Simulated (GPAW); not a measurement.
**SrCoS3 (model structure): optical spectrum from first principles**

Aim: the dielectric function of SrCoS3 (model structure), and the optical constants that follow from it. The structure is a model built here, which may or may not match a known phase. It was built so: All O replaced by S in the Pm-3m structure of SrCoO3. The cell given below was relaxed beforehand with Ansatz.

Calculated with GPAW 26.7.0; DFT, LDA, plane-wave PAW (GPAW data sets), scalar-relativistic, RPA, optical limit.

## 1. The starting structure

The structure is cubic, space group Pm-3m (No. 221). Conventional cell: a = 4.476 Å, b = 4.476 Å, c = 4.476 Å, α = 90.00°, β = 90.00°, γ = 90.00°. Nearest to Sr lie 12 S at 3.16 Å. Co has 6 S at 2.24 Å nearest. S has 2 Co at 2.24 Å and 4 Sr at 3.16 Å nearest. All O replaced by S in the Pm-3m structure of SrCoO3. Farther neighbours and most contacts between anions are not listed.

Structure file:

```
Sr Co S
1.0
     4.47589    0.00000    0.00000
     0.00000    4.47589    0.00000
     0.00000    0.00000    4.47589
Sr Co S
1 1 3
Direct
  0.00000 0.00000 0.00000
  0.50000 0.50000 0.50000
  0.50000 0.00000 0.50000
  0.00000 0.50000 0.50000
  0.50000 0.50000 0.00000
```

## 2. Ground state

First the ground state: is it a metal or has it a gap?

This step: DFT, LDA, plane-wave PAW (GPAW data sets), scalar-relativistic, ground state (GPAW 26.7.0).

Input file gs.py:

```python
from ase import Atoms
from ase.dft.bandgap import bandgap
from gpaw import GPAW, PW, FermiDirac

atoms = Atoms(['Sr', 'Co', 'S', 'S', 'S'],
              cell=[[4.47588501, 0.00000000, 0.00000000],
                    [0.00000000, 4.47588501, 0.00000000],
                    [0.00000000, 0.00000000, 4.47588501]],
              scaled_positions=[[1.00000000, 0.00000000, 0.00000000],
                                [0.50000000, 0.50000000, 0.50000000],
                                [0.50000000, 1.00000000, 0.50000000],
                                [0.00000000, 0.50000000, 0.50000000],
                                [0.50000000, 0.50000000, 1.00000000]],
              pbc=[True, True, True])
atoms.set_initial_magnetic_moments([0.0, 2.0, 0.0, 0.0, 0.0])
atoms.calc = GPAW(mode=PW(450), xc='LDA', kpts={'size': (5, 5, 5), 'gamma': True},
                  occupations=FermiDirac(0.05), maxiter=150, txt='gs.txt')
print('energy (eV)', atoms.get_potential_energy())
print('Fermi level (eV)', atoms.calc.get_fermi_level())
print('valence electrons', atoms.calc.get_number_of_electrons())
print('gap (eV)', bandgap(atoms.calc, output=None)[0])
print('direct gap (eV)', bandgap(atoms.calc, direct=True, output=None)[0])
print('moments', atoms.get_magnetic_moments().round(3).tolist())
atoms.calc.write('gs.gpw')
```

On the command line:

```console
$ OMP_NUM_THREADS=1 python gs.py
```

Numbers of over 12 decimals in the logs are rounded to 6 here.

The log of the run:

```text
__  _  _
 | _ |_)|_||  |
 |__||  | ||/\| - 26.7.0

Versions:
  Python: 3.12.14
  ASE:    3.29.0
  Numpy:  2.5.5
  Scipy:  1.18.1
  Libxc:  7.0.0

Input parameters:
  mode=PW(ecut=450.000000),
  kpts=MonkhorstPack(size=(5, 5, 5), gamma=True),
  maxiter=150,
  occupations=Occupations(name='fermi-dirac', width=0.05, fixmagmom=False),
  xc=XC(name='LDA')

Diagonalizing LCAO Hamiltonian
Converting LCAO to pw mode
    .----------.
   /|          |
  / |          |
 *  |          |
 | S|   Co     |
 |  .----------.
 | /   SS     /
 |/          /
 Sr---------*

Atoms  # Å, Bohr magnetons
|   | symbol |        x |        y |        z |    initial magnetic moments |
| 0 |     Sr | 4.475885 | 0.000000 | 0.000000 | ( 0.0000,  0.0000,  0.0000) |
| 1 |     Co | 2.237943 | 2.237943 | 2.237943 | ( 0.0000,  0.0000,  2.0000) |
| 2 |      S | 2.237943 | 4.475885 | 2.237943 | ( 0.0000,  0.0000,  0.0000) |
| 3 |      S | 0.000000 | 2.237943 | 2.237943 | ( 0.0000,  0.0000,  0.0000) |
| 4 |      S | 2.237943 | 2.237943 | 4.475885 | ( 0.0000,  0.0000,  0.0000) |

Unit cell  # Å
| periodic |        x |        y |        z |  lengths |    angles |
|      yes | 4.475885 | 0.000000 | 0.000000 | 4.475885 | 90.000000 |
|      yes | 0.000000 | 4.475885 | 0.000000 | 4.475885 | 90.000000 |
|      yes | 0.000000 | 0.000000 | 4.475885 | 4.475885 | 90.000000 |

Number of symmetries: 48
Symmetry operations  # r_c * U_cc + t_c -> r_c
|    | kind |            matrix            |
|  0 |  E   |  1, 0, 0,  0, 1, 0,  0, 0, 1 |
|  1 |  σ   |  1, 0, 0,  0, 1, 0,  0, 0,-1 |
|  2 |  σ   |  1, 0, 0,  0, 0, 1,  0, 1, 0 |
|  3 |  C4  |  1, 0, 0,  0, 0, 1,  0,-1, 0 |
|  4 |  C4  |  1, 0, 0,  0, 0,-1,  0, 1, 0 |
|  5 |  σ   |  1, 0, 0,  0, 0,-1,  0,-1, 0 |
|  6 |  σ   |  1, 0, 0,  0,-1, 0,  0, 0, 1 |
|  7 |  C2  |  1, 0, 0,  0,-1, 0,  0, 0,-1 |
|  8 |  σ   |  0, 1, 0,  1, 0, 0,  0, 0, 1 |
|  9 |  C2  |  0, 1, 0,  1, 0, 0,  0, 0,-1 |
| 10 |  C3  |  0, 1, 0,  0, 0, 1,  1, 0, 0 |
| 11 |  S6  |  0, 1, 0,  0, 0, 1, -1, 0, 0 |
| 12 |  S6  |  0, 1, 0,  0, 0,-1,  1, 0, 0 |
| 13 |  C3  |  0, 1, 0,  0, 0,-1, -1, 0, 0 |
| 14 |  C4  |  0, 1, 0, -1, 0, 0,  0, 0, 1 |
| 15 |  S4  |  0, 1, 0, -1, 0, 0,  0, 0,-1 |
| 16 |  C3  |  0, 0, 1,  1, 0, 0,  0, 1, 0 |
| 17 |  S6  |  0, 0, 1,  1, 0, 0,  0,-1, 0 |
| 18 |  σ   |  0, 0, 1,  0, 1, 0,  1, 0, 0 |
| 19 |  C4  |  0, 0, 1,  0, 1, 0, -1, 0, 0 |
| 20 |  C2  |  0, 0, 1,  0,-1, 0,  1, 0, 0 |
| 21 |  S4  |  0, 0, 1,  0,-1, 0, -1, 0, 0 |
| 22 |  S6  |  0, 0, 1, -1, 0, 0,  0, 1, 0 |
| 23 |  C3  |  0, 0, 1, -1, 0, 0,  0,-1, 0 |
| 24 |  S6  |  0, 0,-1,  1, 0, 0,  0, 1, 0 |
| 25 |  C3  |  0, 0,-1,  1, 0, 0,  0,-1, 0 |
| 26 |  C4  |  0, 0,-1,  0, 1, 0,  1, 0, 0 |
| 27 |  σ   |  0, 0,-1,  0, 1, 0, -1, 0, 0 |
| 28 |  S4  |  0, 0,-1,  0,-1, 0,  1, 0, 0 |
| 29 |  C2  |  0, 0,-1,  0,-1, 0, -1, 0, 0 |
| 30 |  C3  |  0, 0,-1, -1, 0, 0,  0, 1, 0 |
| 31 |  S6  |  0, 0,-1, -1, 0, 0,  0,-1, 0 |
| 32 |  C4  |  0,-1, 0,  1, 0, 0,  0, 0, 1 |
| 33 |  S4  |  0,-1, 0,  1, 0, 0,  0, 0,-1 |
| 34 |  S6  |  0,-1, 0,  0, 0, 1,  1, 0, 0 |
| 35 |  C3  |  0,-1, 0,  0, 0, 1, -1, 0, 0 |
| 36 |  C3  |  0,-1, 0,  0, 0,-1,  1, 0, 0 |
| 37 |  S6  |  0,-1, 0,  0, 0,-1, -1, 0, 0 |
| 38 |  σ   |  0,-1, 0, -1, 0, 0,  0, 0, 1 |
| 39 |  C2  |  0,-1, 0, -1, 0, 0,  0, 0,-1 |
| 40 |  σ   | -1, 0, 0,  0, 1, 0,  0, 0, 1 |
| 41 |  C2  | -1, 0, 0,  0, 1, 0,  0, 0,-1 |
| 42 |  C2  | -1, 0, 0,  0, 0, 1,  0, 1, 0 |
| 43 |  S4  | -1, 0, 0,  0, 0, 1,  0,-1, 0 |
| 44 |  S4  | -1, 0, 0,  0, 0,-1,  0, 1, 0 |
| 45 |  C2  | -1, 0, 0,  0, 0,-1,  0,-1, 0 |
| 46 |  C2  | -1, 0, 0,  0,-1, 0,  0, 0, 1 |
| 47 |  i   | -1, 0, 0,  0,-1, 0,  0, 0,-1 |

BZ-sampling:
  Number of BZ points: 125
  Number of IBZ points: 10

  Monkhorst-Pack size: [5, 5, 5]
  Monkhorst-Pack shift: [0, 0, 0]

K-points  # in reciprocal-cell coordinates
|   |                                coordinates |     weight |
| 0 | (  0.00000000,   0.00000000,   0.00000000) | 0.00800000 |
| 1 | (  0.20000000,   0.00000000,   0.00000000) | 0.04800000 |
| 2 | (  0.20000000,   0.20000000,   0.00000000) | 0.09600000 |
| 3 | (  0.20000000,   0.20000000,   0.20000000) | 0.06400000 |
| 4 | (  0.40000000,   0.00000000,   0.00000000) | 0.04800000 |
| 5 | (  0.40000000,   0.20000000,   0.00000000) | 0.19200000 |
| 6 | (  0.40000000,   0.20000000,   0.20000000) | 0.19200000 |
| 7 | (  0.40000000,   0.40000000,   0.00000000) | 0.09600000 |
| 8 | (  0.40000000,   0.40000000,   0.20000000) | 0.19200000 |
| 9 | (  0.40000000,   0.40000000,   0.40000000) | 0.06400000 |

Plane wave coefficients: 1959
Cutoff: 450.000000 eV

Spin-components: 2 (collinear spins)
Bands:           26
Projectors:      26
Spin-degeneracy: 1
Datatype:        complex128

Parallelization:
  kpt:    1
  domain: 1
  band:   1

Density:
  Valence electrons: 37.0
  Components: 2
  Grid points: [24 24 24]
  Charge: 0.0  # |e|

Potential:
  Grid points: [24 24 24]

species:
  Sr:
    name:    Strontium
    id:
    Z:       38.0
    valence: 10
    core:    28
    charge:  0.0  # [|e|]
    compensation charges:
      type: gauss
      rc: 0.40  # [Å]
      lmax: 2
    cutoffs:
      filter: 2.39  # [Å]
      core: 1.85  # [Å]
    projectors
    | kind |    occ | energy [eV] | rcut [Å] |
    |   4s |  2.000 |     -40.901 |    1.291 |
    |   5s |  2.000 |      -3.641 |    1.291 |
    |   4p |  6.000 |     -22.864 |    1.291 |
    |    p |        |       4.348 |    1.291 |
    |    d |        |       0.000 |    1.254 |

    Using partial waves for Sr as LCAO basis

  Co:
    name:    Cobalt
    id:
    Z:       27.0
    valence: 9
    core:    18
    charge:  0.0  # [|e|]
    compensation charges:
      type: gauss
      rc: 0.32  # [Å]
      lmax: 2
    cutoffs:
      filter: 1.87  # [Å]
      core: 2.55  # [Å]
    projectors
    | kind |    occ | energy [eV] | rcut [Å] |
    |   4s |  2.000 |      -5.672 |    1.005 |
    |   4p |  0.000 |      -1.387 |    1.058 |
    |   3d |  7.000 |      -8.461 |    1.005 |
    |    s |        |      21.539 |    1.005 |
    |    p |        |      25.825 |    1.058 |
    |    d |        |      18.750 |    1.005 |

    Using partial waves for Co as LCAO basis

  S:
    name:    Sulfur
    id:
    Z:       16.0
    valence: 6
    core:    10
    charge:  0.0  # [|e|]
    compensation charges:
      type: gauss
      rc: 0.24  # [Å]
      lmax: 2
    cutoffs:
      filter: 1.77  # [Å]
      core: 1.66  # [Å]
    projectors
    | kind |    occ | energy [eV] | rcut [Å] |
    |   3s |  2.000 |     -17.278 |    0.974 |
    |   3p |  4.000 |      -7.106 |    0.979 |
    |    s |        |       9.933 |    0.974 |
    |    p |        |      20.105 |    0.979 |
    |    d |        |       0.000 |    0.900 |

    Using partial waves for S as LCAO basis

Reference energy: -156708.753598  # eV

eigensolver:
  PPCG
  Converge bands: occupied
  niter=2

density mixing:
  MSR1-Mixer
  Pratt-step length: 0.05
  Maximum mixing coefficient: 0.75
  Old densities: 10
  SVD Regularization: 0.005
  Good broyden scale: 1.0
  Trust region scale: 1.0
  Backstep threshold: 4.0
  History deletion threshold: 6.0
  Fourier metric: weight=20.0, sigma=0.015

occupation numbers:
  Fermi-Dirac:
    width: 0.0500  # eV

poisson solver:
  ecut: 3600.000000  # eV

xc functional:
  name: None

convergence criteria:
- Maximum [total energy] change in last 3 cyles: 0.0005 eV / valence electron
- Maximum integral of absolute [dens]ity change: 0.0001 electrons / valence electron
- Maximum integral of absolute [eigenst]ate change: 4e-08 eV^2 / valence electron
maximum number of iterations: 150

SCF iterations
|iter     |      energy | eigst |  dens |  magmom |
|iter:   1||  -29.242725 | +0.52 |       |  +2.0042|
|iter:   2||  -29.142264 | -0.58 | -1.07 |  +1.9604|
|iter:   3||  -29.137836 | -2.69 | -1.24 |  +1.9219|
|iter:   4||  -29.136764c| -2.09 | -1.27 |  +1.7472|
|iter:   5||  -29.187641 | -2.78 | -1.47 |  +1.6256|
|iter:   6||  -29.215126 | -2.37 | -1.59 |  +1.4659|
|iter:   7||  -29.218241 | -3.10 | -1.80 |  +1.4772|
|iter:   8||  -29.221793c| -3.70 | -2.17 |  +1.5197|
|iter:   9||  -29.223304c| -4.33 | -2.34 |  +1.5927|
|iter:  10||  -29.223749c| -5.09 | -2.81 |  +1.6222|
|iter:  11||  -29.223841c| -6.17 | -3.43 |  +1.6306|
|iter:  12||  -29.223881c| -7.04 | -4.00 |  +1.6345|
|iter:  13||  -29.223897c| -7.53c| -4.41c|  +1.6357|

Converged in 13 steps
SCF loop duration: 19.405 s (1.493 s/step)
Energy contributions relative to reference atoms: (reference = -156708.753598)

Energy contributions:
  Kinetic:          35.809066
  Coulomb:         -29.082666
  Zero:              0.052508
  External:          0.000000
  Xc:              -35.972836
  Entropy:          -0.059938
  Spinorbit:         0.000000
  ----------------------------
  Free energy:     -29.253866
  Extrapolated:    -29.223897

dipole moment: (-31.872927, -31.872927, -31.872927)  # |e|*Ang

Total magnetic moment: (0.000000, 0.000000, 1.635710)

Local magnetic moments
|        x |        y |        z |
| 0.000000 | 0.000000 | 0.010308 |  # Sr   0
| 0.000000 | 0.000000 | 0.880876 |  # Co   1
| 0.000000 | 0.000000 | 0.136927 |  # S    2
| 0.000000 | 0.000000 | 0.136927 |  # S    3
| 0.000000 | 0.000000 | 0.136927 |  # S    4

Fermi level: 7.159
Eigenvalues  # (at kpt = [0.000, 0.000, 0.000])
| band index |      eig [eV] | occ [0-1] |      eig [eV] | occ [0-1] |
|          0 |       -27.114 |     1.000 |       -27.103 |     1.000 |
|        ... |               |           |               |           |
|         12 |         4.813 |     1.000 |         5.615 |     1.000 |
|         13 |         5.729 |     1.000 |         5.985 |     1.000 |
|         14 |         5.729 |     1.000 |         5.985 |     1.000 |
|         15 |         5.748 |     1.000 |         5.985 |     1.000 |
|         16 |         5.748 |     1.000 |         6.389 |     1.000 |
|         17 |         5.748 |     1.000 |         6.389 |     1.000 |
|         18 |         6.994 |     0.965 |         7.188 |     0.362 |
|         19 |         6.994 |     0.965 |         7.188 |     0.362 |
|         20 |         6.994 |     0.965 |         7.188 |     0.362 |
|         21 |         9.313 |     0.000 |         9.459 |     0.000 |
|         22 |        10.128 |     0.000 |        10.224 |     0.000 |
|         23 |        10.128 |     0.000 |        10.224 |     0.000 |
|         24 |        11.299 |     0.000 |        11.450 |     0.000 |
|         25 |        13.399 |     0.000 |        11.450 |     0.000 |

No gap
No difference between direct/indirect transitions

--- standard output ---
energy (eV) -29.223897
Fermi level (eV) 7.159288
valence electrons 37.0
gap (eV) 0.0
direct gap (eV) 0.0
moments [0.01, 0.881, 0.137, 0.137, 0.137]
```

Run time: 21 s. Hardware: 1 thread of Arm Neoverse V2, shared host; peak memory 0.17 GiB.

Numbers from this step:

| Quantity | Value |
| --- | --- |
| energy | -29.22 eV |
| Fermi energy | 7.159 eV |
| electrons | 37 |
| site moments | 0.01, 0.881, 0.137, 0.137, 0.137 μB |

There are states at the Fermi level within the smearing, so the occupations stay smeared and the carriers get a Drude term.

## 3. Bands for the response

At the fixed density, many empty bands are solved on the mesh of the response, since the spectrum sums over them.

This step: DFT, LDA, plane-wave PAW (GPAW data sets), scalar-relativistic, bands at fixed density (GPAW 26.7.0).

Input file nscf.py:

```python
from ase.dft.bandgap import bandgap
from gpaw import GPAW, FermiDirac

calc = GPAW('gs.gpw').fixed_density(kpts={'size': (8, 8, 8), 'gamma': True}, nbands=44, convergence={'bands': 38},
                                    occupations=FermiDirac(0.05), txt='nscf.txt')
print('gap (eV)', bandgap(calc, output=None)[0])
print('direct gap (eV)', bandgap(calc, direct=True, output=None)[0])
calc.write('full.gpw', mode='all')
```

On the command line:

```console
$ OMP_NUM_THREADS=1 python nscf.py
```

The log of the run:

```text
Diagonalizing LCAO Hamiltonian
Converting LCAO to pw mode
convergence criteria:
- Maximum integral of absolute [eigenst]ate change: 4e-08 eV^2 / valence electron
maximum number of iterations: 150

SCF iterations
|iter     |      energy | eigst |  dens |  magmom |
|iter:   1||             | +2.94 |       |  +1.6357|
|iter:   2||             | +1.79 |       |  +1.6357|
|iter:   3||             | +1.02 |       |  +1.6357|
|iter:   4||             | +0.10 |       |  +1.6357|
|iter:   5||             | -0.50 |       |  +1.6357|
|iter:   6||             | -1.19 |       |  +1.6357|
|iter:   7||             | -1.67 |       |  +1.6357|
|iter:   8||             | -2.24 |       |  +1.6357|
|iter:   9||             | -2.67 |       |  +1.6357|
|iter:  10||             | -3.19 |       |  +1.6357|
|iter:  11||             | -3.60 |       |  +1.6357|
|iter:  12||             | -4.08 |       |  +1.6357|
|iter:  13||             | -4.48 |       |  +1.6357|
|iter:  14||             | -4.93 |       |  +1.6357|
|iter:  15||             | -5.31 |       |  +1.6357|
|iter:  16||             | -5.75 |       |  +1.6357|
|iter:  17||             | -6.15 |       |  +1.6357|
|iter:  18||             | -6.58 |       |  +1.6357|
|iter:  19||             | -6.96 |       |  +1.6357|
|iter:  20||             | -7.30 |       |  +1.6357|
|iter:  21||             | -7.59c|       |  +1.6357|
SCF steps: 21
  __  _  _
 | _ |_)|_||  |
 |__||  | ||/\| - 26.7.0

Versions:
  Python: 3.12.14
  ASE:    3.29.0
  Numpy:  2.5.5
  Scipy:  1.18.1
  Libxc:  7.0.0

Input parameters:
  mode=PW(ecut=450.000000),
  convergence={'bands': 38},
  gpts=array([24, 24, 24]),
  kpts=MonkhorstPack(size=(8, 8, 8), gamma=True),
  maxiter=150,
  nbands=44,
  occupations=Occupations(name='fermi-dirac', width=0.05, fixmagmom=False),
  parallel={},
  xc=XC(name='LDA')

--- standard output ---
gap (eV) 0.0
direct gap (eV) 0.0
```

Wall time 2.7 min (1 thread); peak memory 0.29 GiB.

(Part 1 of 2 ends here.)

[Machine, clock and banner lines and Python warnings are left out of the logs.]

[Logs are printed without paths, hosts, clocks, repeated set-up lines and the standing remarks that a program may print on its own settings, such as how far it seeks lower states.]

[Hosts, paths, dates, database ids (printed as entryN), source tags and the programs' standing remarks are cut or masked in the printed files.]
